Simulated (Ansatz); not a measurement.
# Quasi-harmonic thermodynamics of CaO (Lime, Fm-3m)

Wanted: α(T), C_P(T) and B(T) of CaO (Lime) in the quasi-harmonic approximation.

What experiment has found for this phase:
- heat capacity C_P per formula unit 42.2 J/mol/K and bulk modulus 113 GPa near room temperature (given in “High-Throughput Prediction of Finite-Temperature Properties using the Quasi-Harmonic Approximation”, 2016, arXiv:1603.06924)

Calculated with Ansatz 0.2.0; DFT LDA, scalar-relativistic, plane waves, PAW, in the first sound run; inputs show where later runs differ.

## Step 1: The structure

The structure is cubic, space group Fm-3m (No. 225). Conventional cell: a = 4.813 Å, b = 4.813 Å, c = 4.813 Å, α = 90.00°, β = 90.00°, γ = 90.00°. Nearest to Ca lie 6 O at 2.41 Å. O has 6 Ca at 2.41 Å nearest. Farther neighbours and most contacts between anions are not listed.

## Step 2: A first coarse run

A cheap single point shows whether the cell is a metal or an insulator and how far it is from rest; that sets the k-mesh and the occupations of what follows.

File input.yaml:

```yaml
crystal:
  lattice:
    - [0.0, 2.4065, 2.4065]
    - [2.4065, 0.0, 2.4065]
    - [2.4065, 2.4065, 0.0]
  atoms:
    - { symbol: Ca, position: [0.0, 0.0, 0.0] }
    - { symbol: O, position: [0.5, 0.5, 0.5] }
kpoints:
  mp_grid: { grid: [6, 6, 6] }
hamiltonian:
  xc: lda
scf:
  occupations: { method: gaussian, width: 0.1 }
  lower_state_search: "off"
output:
  forces: true
  stress: true
  eigenvalues: true
```

The run is started by

```bash
$ ansatz run input.yaml --threads 4 --pin off --max-ram 16384MiB --backend cpu --events-out ev --progress --plain --runs-dir out
```

Numbers of over 12 decimals in the logs are rounded to 6 here.

What it wrote:

```text
Engine: ansatz 0.2.0, aarch64-unknown-linux-gnu
Pseudopotentials: kind: paw
Pseudopotential: Ca, paw, valence charge 10, recommended cutoff 420 eV (normal), Ca.paw.azcp
Pseudopotential: O, paw, valence charge 6, recommended cutoff 420 eV (normal), O.paw.azcp
Functional definition: SPW92
  exchange = slater_x
  correlation = pw_c
Crystal: 2 atoms, lattice volume = 27.873 Å³
Basis set: ecut = 420 eV, 537 PW (Γ)
Bands: 12, of which v1, the nominal top of the filled ones, is band 8 counted from 1 (7 counted from 0)
Symmetry: 48 space group operations
Space group: Fm-3m (ITA 225), of the structure as read, at distance tolerance 3.0e-5 Å
k-points: 16 of 216
Non-local potential: Ca, projectors of the file, l = 0: 3, l = 1: 2, l = 2: 2
Non-local potential: O, projectors of the file, l = 0: 2, l = 1: 2, l = 2: 1
PAW form: soft (Blöchl's): semilocal exchange-correlation on the pseudo side does not see the compensation charge
PAW frozen core: Ca, regenerated for the run's functional, and the local potential with it (the file was generated under x = pbe(κ = 0.804, μ = 0.219515), c = pbe(β = 0.066725))
PAW frozen core: O, regenerated for the run's functional, and the local potential with it (the file was generated under x = pbe(κ = 0.804, μ = 0.219515), c = pbe(β = 0.066725))
PAW one-centre angular grid: Ca, 110 points (default); XC on 64 Gauss nodes
PAW one-centre angular grid: O, 110 points (default); XC on 64 Gauss nodes
Initial density: superposition of atomic densities (neutral atoms: chi_scale 0, normalization atom), corrected by the library's trained network
Initial wavefunctions: pseudopotential atomic-orbital guess
Functional: x = slater, c = lda
SCF iter   1: F=—  HF=-2331.614839 eV  |F-HF|=—  |Δ(HF+E_count)|=         —  Δρ=1.60e-2  dr2=6.97e-2  ethr=1.77e-3  ⟨swp⟩=6.8  Hψ=1305  notcnv=0
preconditioner: auto → none  [insulator: Δε(μ)=3.229 eV  Ē_g=17.769 eV  σ=0.100 eV  W_gap=1.00  n_scr=8 (ndim 8)  ℏωp=26.3 eV  f_vac=0.000  D(μ)=0.00/eV (n_scr^D=0)  ε∞_Penn≈3.2]
SCF iter   2: F=—  HF=-2331.596520 eV  |F-HF|=—  |Δ(HF+E_count)|=   1.83e-2  Δρ=3.68e-3  dr2=3.18e-3  ethr=4.36e-4  ⟨swp⟩=1.9  Hψ=349  notcnv=0
SCF iter   3: F=—  HF=-2331.595687 eV  |F-HF|=—  |Δ(HF+E_count)|=   8.33e-4  Δρ=1.09e-3  dr2=1.24e-4  ethr=1.99e-5  ⟨swp⟩=2.5  Hψ=289  notcnv=0
SCF iter   4: F=—  HF=-2331.595644 eV  |F-HF|=—  |Δ(HF+E_count)|=   4.28e-5  Δρ=1.37e-4  dr2=3.88e-6  ethr=7.74e-7  ⟨swp⟩=1.9  Hψ=252  notcnv=0
SCF iter   5: F=—  HF=-2331.595645 eV  |F-HF|=—  |Δ(HF+E_count)|=   9.17e-7  Δρ=1.89e-5  dr2=3.63e-8  ethr=2.42e-8  ⟨swp⟩=2.4  Hψ=326  notcnv=0
SCF iter   6: F=-2331.595645 eV  HF=-2331.595645 eV  |F-HF|=5.55e-9  |Δ(HF+E_count)|=   4.58e-9  Δρ=5.32e-6  dr2=6.27e-9  ethr=2.27e-10  ⟨swp⟩=2.0  Hψ=630  notcnv=0
SCF 1 converged in 6 iterations: F = -2331.595645 eV  dr2 = 6.27e-9
  greatest PAW one-centre occupation: 0.996 electrons in one spin orbital (limit 2), on the Ca atom at site 0 (counted from 0), in its partial waves of l = 0
SCF converged after 6 iterations
Free energy (F): -2331.595645 eV
Harris-Foulkes:  -2331.595645 eV  (|F-HF|=5.55e-9)
Internal energy: -2331.595645 eV  (E = F + TS)
E sigma→0 (E₀):  -2331.595645 eV
Fermi energy:    8.983737 eV
--- Per-component energies (eV) ---
  E_band       = -105.269770
  E_kinetic    = 453.449864
  E_local      = -894.814326  (includes V_loc(G=0)·N_el)
  E_nonlocal   = 116.720892
  E_hartree    = 293.695613
  E_xc         = -209.512001
  E_vxc        = -265.596607  (∫ρ·V_xc dr)
  E_paw        = -963.138356  (= ΣΔE_a)
  E_vpaw       = -102.421865  (= ΣTr[D̂ρ^β])
  E_aug_tail   = 0.002480  (compensation charges beyond the density's cutoff)
  E_ewald      = -1128.379897
  E_core_change = 0.380087  (= ΣΔE_core)
  E_smearing   = -0.000000  (= −TS)
  E_closure    = 0.000000  (closes the sum)
  Σ components = -2331.595645   (vs F -2331.595645, Δ=0.00e0)
--- Forces (eV/Å), atoms counted from 1 ---
  atom   1  Ca    -0.00000000     0.00000000     0.00000000
  atom   2  O      0.00000000    -0.00000000    -0.00000000
  max |Σ_I F_I| component: 2.26e-29 eV/Å
--- Stress (GPa, compression-positive) ---
       -7.385764       0.000000      -0.000000
       -0.000000      -7.385764       0.000000
       -0.000000       0.000000      -7.385764
  P = ⅓ Tr σ = -7.3858 GPa (-73.858 kbar)
--- Band table (eV; the first three rows and the last of 16) ---
  k-point 0: bands = [... 4 lower, -7.9608, 7.2399, 7.2399, 7.2399, 11.7717, 13.3572, 13.3572, 13.3572]
  k-point 1: bands = [... 4 lower, -7.5914, 6.3604, 6.8873, 6.8873, 12.8814, 13.3281, 13.8216, 13.8216]
  k-point 2: bands = [... 4 lower, -6.9973, 5.0828, 6.2903, 6.2903, 13.6539, 14.7892, 14.8929, 14.8929]
  k-point 15: bands = [... 4 lower, -7.4142, 6.0136, 6.1551, 6.4177, 12.1308, 14.8025, 15.5357, 16.7556]
```

The job ended after 0.84 s (4 threads of Arm Neoverse V1, shared host; peak memory 0.25 GiB).

The column dr2 measures how far the density is from self-consistency, as an energy; F and HF (Harris–Foulkes) agree once it is small.

A gap read on the k-mesh alone can miss the band edges.

Numbers from this step:

```
pressure          : -7.386 GPa
gap on the k-mesh : 3.488 eV
volume per atom   : 13.94 Å³/atom
```

The start is under -7.4 GPa at this level and looks like an insulator or semiconductor on this mesh.

## Step 3: Relaxation

The vibrations must be taken about the equilibrium of this functional, not about the starting cell, so the structure is relaxed.

input.yaml, the sections that differ from step 2:

```yaml
kpoints:
  mp_grid: { grid: [8, 8, 8] }
scf:
  occupations: { method: gaussian, width: 0.02 }
  lower_state_search: "off"
relax:
  adjacent_minimum: "off"
  f_tol: 0.005
  max_steps: 80
  cell: { stress_tol: 0.05 }
# crystal, hamiltonian, output: as in step 2
```

What it wrote:

```text
[...]
Crystal: 2 atoms, lattice volume = 27.873 Å³
Basis set: ecut = 420 eV, 537 PW (Γ)
Bands: 12, of which v1, the nominal top of the filled ones, is band 8 counted from 1 (7 counted from 0)
Symmetry: 48 space group operations
[...]
k-points: 29 of 512
[...]
SCF iter   1: F=—  HF=-2331.615304 eV  |F-HF|=—  |Δ(HF+E_count)|=         —  Δρ=1.62e-2  dr2=7.15e-2  ethr=1.77e-3  ⟨swp⟩=7.3  Hψ=2437  notcnv=0
[...]
SCF iter   6: F=-2331.596076 eV  HF=-2331.596076 eV  |F-HF|=1.61e-9  |Δ(HF+E_count)|=   6.21e-9  Δρ=2.89e-6  dr2=1.98e-9  ethr=1.35e-10  ⟨swp⟩=2.0  Hψ=1089  notcnv=0
SCF 1 converged in 6 iterations: F = -2331.596076 eV  dr2 = 1.98e-9
[...]
relax step   1: F+E_penalty+E_count = -2331.59607551 eV  Δ(F+E_penalty+E_count) = +0.000e0 eV  max|allowed force component| = 6.758e-29 eV/Å  Δτ_max = 0.0000 Å  P = -7.385 GPa  Ω = 27.873 Å³  (6 SCF iters, dr2 threshold 1.00e-7 eV, accepted)
Crystal: 2 atoms, lattice volume = 25.721 Å³
Basis set: ecut = 420 eV, 531 PW (Γ)
[...]
iter 1 solved again at ethr=2.03e-5 eV; its pass at ethr=3.10e-3 eV (dr2=3.25e-3 eV) is discarded
[...]
SCF iter   6: F=-2331.643220 eV  HF=-2331.643220 eV  |F-HF|=2.21e-10  |Δ(HF+E_count)|=   8.17e-8  Δρ=3.58e-6  dr2=1.05e-9  ethr=1.15e-9  ⟨swp⟩=2.2  Hψ=1160  notcnv=0
SCF 2 converged in 6 iterations: F = -2331.643220 eV  dr2 = 1.05e-9
relax step   2: F+E_penalty+E_count = -2331.64321977 eV  Δ(F+E_penalty+E_count) = -4.714e-2 eV  max|allowed force component| = 4.575e-29 eV/Å  Δτ_max = 0.0000 Å  P = +2.245 GPa  Ω = 25.721 Å³  energy of the carried Pulay correction = +8.206e-3 eV  (6 SCF iters, dr2 threshold 2.00e-7 eV, accepted)
Crystal: 2 atoms, lattice volume = 26.192 Å³
[...]
SCF iter   5: F=-2331.644296 eV  HF=-2331.644296 eV  |F-HF|=9.46e-10  |Δ(HF+E_count)|=   1.99e-7  Δρ=9.06e-6  dr2=7.29e-9  ethr=1.25e-9  ⟨swp⟩=5.0  Hψ=1654  notcnv=0
SCF 3 converged in 5 iterations: F = -2331.644296 eV  dr2 = 7.29e-9
relax step   3: F+E_penalty+E_count = -2331.64429595 eV  Δ(F+E_penalty+E_count) = -1.076e-3 eV  max|allowed force component| = 7.067e-30 eV/Å  Δτ_max = 0.0000 Å  P = -0.217 GPa  Ω = 26.192 Å³  energy of the carried Pulay correction = +6.352e-3 eV  (5 SCF iters, dr2 threshold 2.00e-7 eV, accepted)
[...]
relax step   4: F+E_penalty+E_count = -2331.64449013 eV  Δ(F+E_penalty+E_count) = -1.942e-4 eV  max|allowed force component| = 6.640e-30 eV/Å  Δτ_max = 0.0000 Å  P = -0.005 GPa  Ω = 26.150 Å³  energy of the carried Pulay correction = +6.517e-3 eV  (4 SCF iters, dr2 threshold 1.18e-7 eV, accepted)
[...]
relax step   5: F+E_penalty+E_count = -2331.63953460 eV  Δ(F+E_penalty+E_count) = +4.956e-3 eV  max|allowed force component| = 5.670e-30 eV/Å  Δτ_max = 0.0000 Å  P = -0.317 GPa  Ω = 26.150 Å³  stress off target by 3.17e-1 GPa  SCF on the basis re-selected at this cell (its energy is not comparable with the rows above)  (7 SCF iters)
[...]
relax step   6: F+E_penalty+E_count = -2331.63984193 eV  Δ(F+E_penalty+E_count) = -3.073e-4 eV  max|allowed force component| = 4.667e-30 eV/Å  Δτ_max = 0.0000 Å  P = -0.005 GPa  Ω = 26.088 Å³  energy of the carried Pulay correction = +2.449e-4 eV  (4 SCF iters, dr2 threshold 2.00e-7 eV, accepted)
[...]
SCF iter   1: F=—  HF=-2331.639762 eV  |F-HF|=—  |Δ(HF+E_count)|=         —  Δρ=1.26e-5  dr2=2.20e-8  ethr=2.30e-6  ⟨swp⟩=2.2  Hψ=3250  notcnv=0
eigensolver tolerance schedule: the retry pair's looser diagonalisation over-reported the residual by 16754.53 of it (diagonalisation noise at an unbounded share of the residual, at the tolerance the schedule requests for it); recorded, not acted on — ethr = c·dr2/N_el stays at c = 1.0e-1
[...]
SCF iter   2: F=—  HF=-2331.639763 eV  |F-HF|=—  |Δ(HF+E_count)|=   4.84e-7  Δρ=9.63e-6  dr2=2.21e-8  ethr=1.37e-10  ⟨swp⟩=2.7  Hψ=619  notcnv=0
[...]
SCF iter   5: F=-2331.639763 eV  HF=-2331.639763 eV  |F-HF|=1.77e-11  |Δ(HF+E_count)|=  3.09e-11  Δρ=2.88e-7  dr2=1.91e-11  ethr=1.00e-12  ⟨swp⟩=4.0  Hψ=1557  notcnv=0
SCF 7 converged in 5 iterations: F = -2331.639763 eV  dr2 = 1.91e-11
relax step   7: F+E_penalty+E_count = -2331.63976252 eV  Δ(F+E_penalty+E_count) = +7.941e-5 eV  max|allowed force component| = 2.597e-30 eV/Å  Δτ_max = 0.0000 Å  P = -0.013 GPa  Ω = 26.088 Å³  stress off target by 1.33e-2 GPa  SCF on the basis re-selected at this cell (its energy is not comparable with the rows above)  (5 SCF iters)
[...]
SCF converged after 5 iterations
Free energy (F): -2331.639763 eV
[...]
Internal energy: -2331.639763 eV  (E = F + TS)
E sigma→0 (E₀):  -2331.639763 eV
Fermi energy:    9.719490 eV
[...]
--- Stress (GPa, compression-positive) ---
       -0.013280      -0.000000       0.000000
       -0.000000      -0.013280      -0.000000
       -0.000000      -0.000000      -0.013280
  P = ⅓ Tr σ = -0.0133 GPa (-0.133 kbar)
--- Band table (eV; the first three rows and the last of 29) ---
  k-point 0: bands = [... 4 lower, -7.3329, 7.9942, 7.9942, 7.9942, 13.0820, 14.2641, 14.2641, 14.2641]
  k-point 1: bands = [... 4 lower, -7.0274, 7.4263, 7.7553, 7.7553, 13.7751, 14.2279, 14.5546, 14.5546]
  k-point 2: bands = [... 4 lower, -6.4527, 6.3508, 7.2491, 7.2491, 14.3151, 15.2627, 15.3205, 15.3205]
  k-point 28: bands = [... 4 lower, -6.5542, 6.5873, 6.9268, 6.9268, 14.3820, 14.3820, 16.8145, 17.9641]
--- Relaxed structure (5 steps of the walk, 5 accepted, 2 SCFs on fresh bases) ---
  F+E_penalty+E_count = -2331.63976252 eV   max|allowed force component| = 2.597e-30 eV/Å   (the final SCF, on the basis selected at the relaxed cell)
  cell:  # Å, volume = 26.0881 Å³
    - [0, 2.353988, 2.353988]
    - [2.353988, 0, 2.353988]
    - [2.353988, 2.353988, 0]
  atoms:
    - { symbol: Ca, position: [0, 0, 0] }
    - { symbol: O, position: [0.5, 0.5, 0.5] }
```

Run time: 2.1 s. Hardware: 4 threads; peak memory 0.28 GiB; 6.1 s of CPU time.

The steps of the relaxation:

```
step  energy less that of the first step (eV)  largest force component (eV/Å)  pressure (GPa)  volume (Å³)
   1                                   0.0000                          0.0000           -7.38        27.87
   2                                  -0.0471                          0.0000            2.25        25.72
   3                                  -0.0482                          0.0000           -0.22        26.19
   4                                  -0.0484                          0.0000           -0.01        26.15
  5*                                  -0.0435                          0.0000           -0.32        26.15
   6                                  -0.0438                          0.0000            0.00        26.09
  7*                                  -0.0437                          0.0000           -0.01        26.09
```

Relaxation steps marked * repeat the geometry before them on a plane-wave basis chosen anew for their cell, so energy and pressure can jump there.

Forces are held to the 48 operations that the run works with; a distortion that breaks them can't arise in this run.

```
conventional cell, symmetrised  before  after  change
                         a (Å)   4.813  4.708  -2.2 %
                         b (Å)   4.813  4.708  -2.2 %
                         c (Å)   4.813  4.708  -2.2 %
              volume (Å³/atom)   13.94  13.04  -6.4 %
```

The relaxed structure:

```xyz
2
Lattice="0.0000 2.3540 2.3540 2.3540 0.0000 2.3540 2.3540 2.3540 0.0000" Properties=species:S:1:pos:R:3 pbc="T T T"
Ca    0.0000    0.0000    0.0000
O     2.3540    2.3540    2.3540
```

Numbers from this step:

```
pressure          : -0.01328 GPa
gap on the k-mesh : 3.451 eV
volume per atom   : 13.04 Å³/atom
```

The relaxation ends with a pressure of -0.01 GPa.

(Part 1 of 6 ends here.)

[Logs are printed without paths, hosts, clocks, repeated set-up lines and the standing remarks that a program may print on its own settings, such as how far it seeks lower states.]

[Hosts, paths, dates, database ids (printed as entryN), source tags and the programs' standing remarks are cut or masked in the printed files.]

[A step with changed settings may run another functional than the one named; its input shows which.]
